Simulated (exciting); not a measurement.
Consider RbLuSe2, space group R-3m.

```cif
data_structure
_symmetry_space_group_name_H-M 'P 1'
_symmetry_Int_Tables_number 1
_cell_length_a 8.2245
_cell_length_b 8.2245
_cell_length_c 8.2245
_cell_angle_alpha 29.079
_cell_angle_beta 29.079
_cell_angle_gamma 29.079
_cell_volume 116.24
loop_
_atom_site_label
_atom_site_type_symbol
_atom_site_fract_x
_atom_site_fract_y
_atom_site_fract_z
_atom_site_occupancy
Lu1 Lu 0.50000 0.50000 0.50000 1
Rb2 Rb 0.00000 0.00000 0.00000 1
Se3 Se 0.76821 0.76821 0.76821 1
Se4 Se 0.23179 0.23179 0.23179 1
```

Absorber: atom 3, with 3 Lu at 2.84 Å and 3 Rb at 3.38 Å (distorted octahedral, site symmetry 3m). Method: exciting, all-electron LAPW+lo, LDA, exchange and screened direct term (singlet BSE), 3×3×3 shifted k points, 49 conduction bands, |G+q| up to 3 bohr⁻¹, full RPA screening with nempty = 82, Lorentzian half width 1.17 eV.

Q: What does the Se K spectrum look like, and is there a bound core exciton?

Bound core exciton? Yes on this mesh: the first bright state (over 5 % of the brightest) lies at -0.71 eV from the Kohn–Sham onset. Maxima (height): 2.5 eV (0.97), 5.5 eV (1.00) and 16.0 eV (0.44).

Energy from the Kohn–Sham onset, core level to the lowest empty state found on the meshes used; Im ε in relative units:

```tsv
E (eV)	Im ε
-9.0	0.03
-8.5	0.03
-8.0	0.03
-7.5	0.03
-7.0	0.04
-6.5	0.04
-6.0	0.05
-5.5	0.05
-5.0	0.06
-4.5	0.07
-4.0	0.08
-3.5	0.09
-3.0	0.11
-2.5	0.14
-2.0	0.18
-1.5	0.24
-1.0	0.32
-0.5	0.43
0.0	0.55
0.5	0.67
1.0	0.78
1.5	0.88
2.0	0.94
2.5	0.97
3.0	0.95
3.5	0.92
4.0	0.92
4.5	0.94
5.0	0.98
5.5	1.00
6.0	0.97
6.5	0.89
7.0	0.79
7.5	0.69
8.0	0.61
8.5	0.53
9.0	0.47
9.5	0.42
10.0	0.38
10.5	0.37
11.0	0.36
11.5	0.36
12.0	0.36
12.5	0.37
13.0	0.37
13.5	0.38
14.0	0.39
14.5	0.40
15.0	0.42
15.5	0.43
16.0	0.44
16.5	0.43
17.0	0.41
17.5	0.40
18.0	0.39
18.5	0.39
19.0	0.38
19.5	0.37
20.0	0.36
20.5	0.36
21.0	0.35
```

A mesh of 27 points doesn't converge binding energies, and fine structure above the first lines is partly noise of the mesh. The kernel cutoff is low for a compact core orbital, so the effect of exchange is a lower bound. The zero comes from the shifted mesh, which comes near the band minimum without meeting it. The Kohn–Sham onset, 12474 eV, is no photon energy (tabulated edge of the element: 12658 eV): the scale needs a rigid shift. No quasiparticle correction widens the gap or stretches the bands. Vibrations and energy-dependent lifetimes are left out. The structure is a published determination, not relaxed.

[Banner, clock and machine lines of the logs are left out without a mark of their own.]

[Logs are printed without paths, hosts, clocks, repeated set-up lines and the standing remarks that a program may print on its own settings, such as how far it seeks lower states.]

[Hosts, paths, dates, database ids (printed as entryN), source tags and the programs' standing remarks are cut or masked in the printed files.]
